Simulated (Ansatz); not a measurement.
**AgF (model cell, started as wurtzite): the cell at rest**

Wanted: the relaxed cell of AgF (model cell, started as wurtzite).

Program: Ansatz 0.2.0. Level of theory: DFT LDA, scalar-relativistic, plane waves, PAW. Results are calculated unless marked as measured.

Most raw output is cut from this account.

The structure was built from a prototype and need not be the compound's stable phase.

## (1) The starting structure

The structure is hexagonal, space group P6_3mc (No. 186). Conventional cell: a = 3.807 Å, b = 3.807 Å, c = 6.217 Å, α = 90.00°, β = 90.00°, γ = 120.00°. Nearest to Ag lie 4 F at 2.33 Å. Nearest to F lie 4 Ag at 2.33 Å. Farther neighbours and most contacts between anions are not listed.

## (2) A coarse first look

First a cheap look: the gap decides the mesh and the occupations, the pressure tells how far the cell has to move.

File input.yaml:

```yaml
crystal:
  lattice:
    - [3.80683, 0.0, 0.0]
    - [-1.90342, 3.29681, 0.0]
    - [0.0, 0.0, 6.21656]
  atoms:
    - { symbol: Ag, position: [0.333333, 0.666667, 0.0] }
    - { symbol: Ag, position: [0.666667, 0.333333, 0.5] }
    - { symbol: F, position: [0.333333, 0.666667, 0.375] }
    - { symbol: F, position: [0.666667, 0.333333, 0.875] }
kpoints:
  mp_grid: { grid: [6, 6, 4] }
hamiltonian:
  xc: lda
scf:
  occupations: { method: gaussian, width: 0.1 }
output:
  forces: true
  stress: true
  eigenvalues: true
```

Launch:

```bash
ansatz run input.yaml --threads 4 --pin off --max-ram 7168MiB --backend cpu --events-out ev --progress --plain --runs-dir out
```

Wall time 2.1 s (4 threads of Arm Neoverse N1, shared host); peak memory 0.33 GiB.

This step gave:

| Property | Result |
| --- | --- |
| pressure | -4.936 GPa |
| volume per atom | 19.51 Å³ |
| gap on the k-mesh | 0 eV |

The coarse mesh shows no gap and a pressure of -4.9 GPa.

## (3) Bringing the structure to rest, k-mesh 12×12×6

The cell and atoms are relaxed, since residual forces and stress would shift the frequencies.

Edit input.yaml of step 2 so:

```diff
@@ -11,3 +11,3 @@
 kpoints:
-  mp_grid: { grid: [6, 6, 4] }
+  mp_grid: { grid: [12, 12, 6] }
 hamiltonian:
@@ -20 +20,10 @@
   eigenvalues: true
+  write_density: true
+  write_potential: true
+  elf: true
+  volumetric_format: npy
+relax:
+  adjacent_minimum: "off"
+  f_tol: 0.005
+  max_steps: 80
+  cell: { stress_tol: 0.05 }
```

Wall time 2.6 min (4 threads); peak memory 0.53 GiB; 10 min of CPU time.

The steps of the relaxation:

```tsv
step	energy less that of the first step (eV)	largest force component (eV/Å)	pressure (GPa)	volume (Å³)
1	0.0000	0.0023	-4.92	78.02
2	-0.1375	0.0083	-0.96	71.86
3	-0.1452	0.0116	0.19	70.51
4	-0.1447	0.0123	0.00	70.72
5	-0.1451	0.0176	-0.01	70.73
6	-0.1471	0.0360	-0.07	70.76
7	-0.1605	0.0509	-0.12	70.52
8	-0.2071	0.0808	-0.56	69.74
9	-0.2816	0.1252	-0.77	68.07
10	-0.3608	0.1012	0.35	65.57
11	-0.3749	0.0425	-0.11	65.68
12	-0.3760	0.0011	-0.03	65.60
13*	-0.3799	0.0013	0.00	65.60
14	-0.3822	0.0001	0.10	65.57
15	-0.3816	0.0016	-0.10	65.75
16	-0.3819	0.0001	0.00	65.67
17*	-0.3826	0.0001	0.01	65.67
18	-0.3825	0.0001	0.00	65.70
19*	-0.3827	0.0001	0.00	65.70
```

Relaxation steps marked * repeat the geometry before them on a plane-wave basis chosen anew for their cell, so energy and pressure can jump there.

Forces are held to the 12 operations that the run works with; a distortion that breaks them can't arise in this run.

```tsv
cell as run	before	after	change
a (Å)	3.807	4.011	+5.4 %
b (Å)	3.807	4.011	+5.4 %
c (Å)	6.217	4.716	-24.1 %
volume (Å³/atom)	19.51	16.42	-15.8 %
```

The atoms that moved most (Å, as changes of fractional coordinates times the final cell):

```tsv
atom	dx	dy	dz	length
F4	0.000	0.000	0.295	0.295
Ag1	0.000	0.000	-0.295	0.295
Ag2	0.000	0.000	-0.295	0.295
F3	0.000	0.000	0.295	0.295
```

This step gave:

| Quantity | Value |
| --- | --- |
| pressure | 0.004459 GPa |
| volume per atom | 16.42 Å³ |

Electrostatic potential energy in the ac plane at fractional y = 0.333, with atoms of Ag and F within 0.2 Å of it. With pseudopotentials it is smooth inside the atoms' cores, unlike the true potential.

Ten even steps from '_' (-33 eV) to '@' (13 eV), each cell a mean:
```
@@@@%%%%@@@@@@++______::@@@@
@@@@%%@@@@@@@@**______--@@@@
@@@@@@@@@@@@@@@@++--==%%@@@@
@@@@@@@@@@@@@@@@@@%%@@@@@@@@
@@@@@@@@@@@@@@@@@@%%%%@@@@@@
@@@@@@@@@@@@@@%%##****##@@@@
@@@@@@@@@@@@%%++--::--==##@@
@@@@@@@@@@@@**--..__..::++%%
@@@@@@@@@@%%++::______..==%%
@@@@@@@@@@@@**--______::++%%
@@@@@@@@@@@@##++::::::==##%%
@@@@@@@@@@@@%%##++==++**%%@@
@@@@@@@@@@@@@@@@%%%%%%@@@@@@
@@@@@@@@@@@@@@@@@@@@@@@@@@@@
@@@@@@@@@@@@@@@@##++**%%@@@@
@@@@@@@@@@@@@@##..__..++@@@@
```
Columns run along a (4.0 Å; values clipped at the 3rd and 97th percentile), rows up along c (4.7 Å). Atoms in or near the plane, at fractional coordinates: Ag at (0.67, 0.44), F at (0.67, 0.94).

ELF in the ac plane at fractional y = 0.333, with atoms of Ag and F within 0.2 Å of it. It is the smooth field of the valence electrons, not physical close to the nuclei.

Ten even steps from '0' (0.04) to '9' (0.83), each cell a mean:
```
01220059857961
01210048978961
01110026999830
00000012455310
00000000000000
00000001222110
00000024566421
00100035787631
00110136899742
00110135898641
00000024666531
00000012344310
00000000010000
00000001222100
01110025898730
01210048989951
```
Columns run along a (4.0 Å), rows up along c (4.7 Å). Atoms in or near the plane, at fractional coordinates: Ag at (0.67, 0.44), F at (0.67, 0.94).

Valence density in the ac plane at fractional y = 0.333, with atoms of Ag and F within 0.2 Å of it. It is the smooth field of the valence electrons, not physical close to the nuclei.

Ten steps, logarithmic in the rise over the least value, from '_' (0 e/Å³) to '@' (20 e/Å³), each cell a mean:
```
............::==%%@@%%**::..
__......____::==##%%##++::..
____________..::==++++--..__
______________..::--::::____
______________..........____
____________....------::..__
____________::==**##**++::..
__________..--**%%@@%%##==..
__________..==##@@@@@@%%++::
__________..==**%%@@@@##==::
____________::==######++--..
____________..::==++==--..__
______________....::....____
______________....::::..____
____________..::==++==--..__
__......____..--**####++::..
```
Columns run along a (4.0 Å), rows up along c (4.7 Å). Atoms in or near the plane, at fractional coordinates: Ag at (0.67, 0.44), F at (0.67, 0.94).

In this step the volume went from 19.51 to 16.42 Å³/atom.

## (4) Bringing the structure to rest, k-mesh 12×12×8

The relaxation is repeated from its end, on the mesh and smearing that suit the cell and gap now reached.

input.yaml, the sections that differ from step 3:

```yaml
crystal:
  lattice:
    - [4.010755846, 3.0414e-06, 0.0]
    - [-2.0053805569, 3.4734149304, 0.0]
    - [0.0, 0.0, 4.7159638698]
  atoms:
    - { symbol: Ag, position: [0.3333333333, 0.6666666667, -0.0625042969] }
    - { symbol: Ag, position: [0.6666666667, 0.3333333333, 0.4374957031] }
    - { symbol: F, position: [0.3333333333, 0.6666666667, 0.4375042969] }
    - { symbol: F, position: [0.6666666667, 0.3333333333, 0.9375042969] }
kpoints:
  mp_grid: { grid: [12, 12, 8] }
# hamiltonian, scf, output, relax: as in step 3
```

Elapsed: 13 s, on 4 threads; peak memory 0.46 GiB.

Little changed from the start: no atom moved by 0.005 Å and no cell edge by 0.1 %.

Numbers from this step:

```
pressure : -2.59e-4 GPa
```

Valence density in the ac plane at fractional y = 0.333, with atoms of Ag and F within 0.2 Å of it. It is the smooth field of the valence electrons, not physical close to the nuclei.

Ten steps, logarithmic in the rise over the least value, from '_' (0 e/Å³) to '@' (20 e/Å³), each cell a mean:
```
............::==%%@@%%**::..
__......____::==##%%##++::..
____________..::==++++--..__
______________..::--::::____
______________..........____
____________....------::..__
____________::==**##**++::..
__________..--**%%@@%%##==..
__________..==##@@@@@@%%++::
__________..==**%%@@@@##==::
____________::==######++--..
____________..::==++==--..__
______________....::....____
______________....::::..____
____________..::==++==--..__
__......____..--**####++::..
```
Columns run along a (4.0 Å), rows up along c (4.7 Å). Atoms in or near the plane, at fractional coordinates: Ag at (0.67, 0.44), F at (0.67, 0.94).

Electrostatic potential energy in the ac plane at fractional y = 0.333, with atoms of Ag and F within 0.2 Å of it. With pseudopotentials it is smooth inside the atoms' cores, unlike the true potential.

Ten even steps from '_' (-33 eV) to '@' (13 eV), each cell a mean:
```
@@@@%%%%@@@@@@++______::@@@@
@@@@%%@@@@@@@@**______--@@@@
@@@@@@@@@@@@@@@@++--==%%@@@@
@@@@@@@@@@@@@@@@@@%%@@@@@@@@
@@@@@@@@@@@@@@@@@@%%%%@@@@@@
@@@@@@@@@@@@@@%%##****##@@@@
@@@@@@@@@@@@%%++--::--==##@@
@@@@@@@@@@@@**--..__..::++%%
@@@@@@@@@@%%++::______..==%%
@@@@@@@@@@@@**--______::++%%
@@@@@@@@@@@@##++::::::==##%%
@@@@@@@@@@@@%%##++==++**%%@@
@@@@@@@@@@@@@@@@%%%%%%@@@@@@
@@@@@@@@@@@@@@@@@@@@@@@@@@@@
@@@@@@@@@@@@@@@@##++**%%@@@@
@@@@@@@@@@@@@@##..__..++@@@@
```
Columns run along a (4.0 Å; values clipped at the 3rd and 97th percentile), rows up along c (4.7 Å). Atoms in or near the plane, at fractional coordinates: Ag at (0.67, 0.44), F at (0.67, 0.94).

ELF in the ac plane at fractional y = 0.333, with atoms of Ag and F within 0.2 Å of it. It is the smooth field of the valence electrons, not physical close to the nuclei.

Ten even steps from '0' (0.04) to '9' (0.83), each cell a mean:
```
01220059857961
01210048978961
01110026999830
00000012455310
00000000000000
00000001222110
00000024566421
00100035787631
00110136899742
00110135898641
00000024666531
00000012344310
00000000010000
00000001222100
01110025898730
01210048989951
```
Columns run along a (4.0 Å), rows up along c (4.7 Å). Atoms in or near the plane, at fractional coordinates: Ag at (0.67, 0.44), F at (0.67, 0.94).

In this step the volume went from 16.42 to 16.42 Å³/atom.

## (5) Relaxing to small forces for the phonons

Phonons need a cell at rest on their own settings, so the relaxation is repeated with tight tolerances on forces and stress on the k mesh and occupations of the first response run.

File input.yaml:

```yaml
crystal:
  lattice:
    - [4.0111130386, 3.0417e-06, 0.0]
    - [-2.0055591534, 3.473724268, 0.0]
    - [0.0, 0.0, 4.7149256557]
  atoms:
    - { symbol: Ag, position: [0.3333333333, 0.6666666667, -0.0625] }
    - { symbol: Ag, position: [0.6666666667, 0.3333333333, 0.4375] }
    - { symbol: F, position: [0.3333333333, 0.6666666667, 0.4375] }
    - { symbol: F, position: [0.6666666667, 0.3333333333, 0.9375] }
kpoints:
  mp_grid: { grid: [12, 12, 8] }
hamiltonian:
  xc: lda
scf:
  occupations: { method: methfessel_paxton, width: 0.15 }
output:
  forces: true
  stress: true
  eigenvalues: true
relax:
  adjacent_minimum: "off"
  f_tol: 0.001
  max_steps: 60
  cell: { stress_tol: 0.01 }
```

It took 25 s on 4 threads; peak memory 0.46 GiB.

Step by step:

```tsv
step	energy less that of the first step (eV)	largest force component (eV/Å)	pressure (GPa)	volume (Å³)
1	0.0000	0.0000	0.00	65.70
2	0.0000	0.0000	0.00	65.70
3	0.0001	0.0000	-0.03	65.74
4	-0.0001	0.0000	0.04	65.67
5	0.0000	0.0000	0.00	65.71
6*	0.0000	0.0000	0.00	65.71
```

Relaxation steps marked * repeat the geometry before them on a plane-wave basis chosen anew for their cell, so energy and pressure can jump there. Relaxation step 4 was tried and not accepted.

Forces are held to the 24 operations that the run works with; a distortion that breaks them can't arise in this run.

```tsv
conventional cell, symmetrised	before	after	change
a (Å)	4.011	4.014	+0.1 %
b (Å)	4.011	4.014	+0.1 %
c (Å)	4.715	4.709	-0.1 %
volume (Å³/atom)	16.42	16.43	+0.0 %
```

The relaxed structure:

```xyz
4
Lattice="4.0139 0.0000 0.0000 -2.0070 3.4761 0.0000 0.0000 0.0000 4.7092" Properties=species:S:1:pos:R:3 pbc="T T T"
Ag    0.0000    2.3174   -0.2943
Ag    2.0069    1.1587    2.0603
F     0.0000    2.3174    2.0603
F     2.0069    1.1587    4.4149
```

This step gave:

* pressure: 9.43e-4 GPa
* volume per atom: 16.43 Å³

The forces vanish by symmetry and the pressure is 0.001 GPa, within the tolerances set. The cell now holds 16.43 Å³/atom. Within 0.01 Å the structure now has space group P6_3/mmc, not the P6_3mc of the start.

## (6) Results

- space group after relaxation (within 0.01 Å): P6_3/mmc
- lattice constant a: 4.014 Å
- lattice constant b: 4.014 Å
- lattice constant c: 4.709 Å
- volume per atom: 16.4 Å³

In words: The forces vanish by symmetry and the pressure is 0.001 GPa, within the tolerances set. The cell now holds 16.43 Å³/atom. Within 0.01 Å the structure now has space group P6_3/mmc, not the P6_3mc of the start. The relaxation keeps the symmetry of its start, so it says nothing on stability against lower symmetry. The relaxed cell left the space group of the starting entry, even within 0.1 Å, so it may not be the phase that the entry, or a measurement on it, describes. The starting cell was built on a prototype and not taken from a measurement, so the phase need not exist.

[Logs are printed without paths, hosts, clocks, repeated set-up lines and the standing remarks that a program may print on its own settings, such as how far it seeks lower states.]

[Hosts, paths, dates, database ids (printed as entryN), source tags and the programs' standing remarks are cut or masked in the printed files.]
